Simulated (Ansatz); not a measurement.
# Static equation of state of glassy Ca3Al2Si3O12 (100 atoms)

Density of this cell: 2.76 g/cm³. The cell holds 100 atoms: 10 Al, 15 Ca, 60 O and 15 Si. Cell: a = 11.108 Å, b = 11.157 Å, c = 10.930 Å, α = 89.1°, β = 91.7°, γ = 89.2°. The starting structure: 100 atoms (10 Al, 15 Ca, 60 O, 15 Si) placed at random at 2.84 g/cm³, melted at 4500 K for 20 ps at fixed volume with the Morse and Coulomb pair potential with partial charges (Pedone, Malavasi, Menziani, Cormack and Segre, J. Phys. Chem. B 110, 11780 (2006)). Quenched from 4500 K to 300 K at 20 K/ps and fixed volume, held 20 ps at zero pressure.

Calculated with Ansatz 0.2.0: Kohn-Sham DFT, PBE, PAW (set soft_2), plane waves; cutoff 420 eV, Γ point, fixed occupations. Cell and atoms were relaxed first, to V0 = 13.536 Å³ an atom at a residual P0 = 0.021 GPa. The cell was then scaled evenly, and the atoms were relaxed at each volume.

| volume (Å³/atom) | pressure (GPa) |
| --- | --- |
| 12.182 | ? |
| 12.724 | 4.356 |
| 13.130 | 2.031 |
| 13.942 | -1.543 |
| 14.348 | -2.522 |

**Question.** Fit the third-order Birch–Murnaghan equation to the rows given and extrapolate to the withheld row.

Worked fit:

Take the Eulerian strain f = ½[(V0/V)^(2/3) − 1] and the normalised pressure F = (P − P0) / [3f(1 + 2f)^(5/2)]. The third-order Birch–Murnaghan equation is then the line F = B0 + (3/2)B0(B′ − 4) f, so u = f and v = F.

```
      u = f  v = F (GPa)
  0.0210565      61.9011
  0.0102568      62.0978
-0.00975646      56.1226
 -0.0190505      49.0448
```

With n = 4: mean u = 6.2657e-4, mean v = 57.2916, Σ(u − ū)² = 0.0010051, Σ(u − ū)(v − v̄) = 0.31487. Slope b = 0.31487 / 0.0010051 = 313.26; intercept a = v̄ − b ū = 57.095.

So B0 = a = 57.1 GPa and B′ = 4 + 2b/(3a) = 7.66. At the withheld volume f = 0.03638, F = a + b f = 68.49 GPa, and P = P0 + 3f(1 + 2f)^(5/2) F.

Prediction at 12.182: 8.932 GPa. The run gave 7.880 GPa, so the fit is high by 1.1 GPa (13 % of the value).

The series isn't one smooth equation of state: even a line fitted to all rows, the withheld one included, misses F by up to 7.2 %, the count of bonds changes along the series and an atom moves over 0.5 Å in some relaxation. B0 and B′ are then only the numbers of this fit, not moduli of the material. Among the rows given, the largest miss of the fit is at 12.724, by 0.13 GPa (1.2 % of the range of the table).

Limits: Static cells at zero temperature; the cell shape is held. The program notes that the SCF threshold of these relaxations is loose for the stress. The quench rate of 20 K/ps is many orders above laboratory rates, so the cell is likely richer in defects and strain than a real sample. The network of bonds at the start is that of the classical potential that made the cell, and needn't be the one that DFT or experiment would give. Only the Γ point is sampled, in a cell whose shortest periodic width is 11 Å.

[Logs are printed without paths, hosts, clocks, repeated set-up lines and the standing remarks that a program may print on its own settings, such as how far it seeks lower states.]

[Hosts, paths, dates, database ids (printed as entryN), source tags and the programs' standing remarks are cut or masked in the printed files.]
